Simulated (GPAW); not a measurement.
```
! title: CsCu2I3 (Cmcm): one start, several treatments of the self-energy
! method: DFT, LDA, plane waves, PAW (and 1 further level or step)
! program: GPAW 26.7.0
! settings of one run: cutoff 600 eV, GPAW PAW setups 1.2.1 data release, 2×2×2 k-mesh, nbands 350
! cost: 4 runs, 17 min in all on 4 MPI ranks of Intel Xeon 6975P-C (Granite Rapids), shared host (the runs of this entry)
! notes: The cell and positions come from the Crystallography Open Database and are kept as given unless a step says otherwise. Limits: no spin polarisation; no spin-orbit coupling. Bands and cutoff are finite, so the gap is not at the basis limit. The miss can reach some tenths of an eV and take either sign; the mesh is an error of its own. The 2×2×2 mesh is coarse for this cell, which bears on the long-range parts of exchange and screening.
! G0W0, Godby-Needs plasmon pole: 3.599 eV
! G0W0, full frequency, Hilbert transform: 3.606 eV
! G0W0, multipole: 3.620 eV
! known limits: not at the basis limit; d shell near the gap, gap tends to lie low; no spin-orbit coupling; coarse k mesh
CELL_PARAMETERS angstrom
5.27395 -6.58625 0.00000
5.27395 6.58625 0.00000
0.00000 0.00000 6.09718
ATOMIC_POSITIONS crystal
Cs 0.32780 0.67220 0.25000
Cs 0.67220 0.32780 0.75000
Cu 0.85100 0.85100 0.00000
Cu 0.14900 0.14900 0.50000
Cu 0.14900 0.14900 0.00000
Cu 0.85100 0.85100 0.50000
I 0.87960 0.12040 0.25000
I 0.12040 0.87960 0.75000
I 0.83600 0.59800 0.25000
I 0.16400 0.40200 0.75000
I 0.59800 0.83600 0.75000
I 0.40200 0.16400 0.25000
```

[Paths, hosts, dates, memory and timing lines, banners, echoed tables and standing remarks are left out of the program output.]

[Logs are printed without paths, hosts, clocks, repeated set-up lines and the standing remarks that a program may print on its own settings, such as how far it seeks lower states.]

[Runs of the session that timed out or met a known fault of the program may be left out.]

[Hosts, paths, dates, database ids (printed as entryN), source tags and the programs' standing remarks are cut or masked in the printed files.]
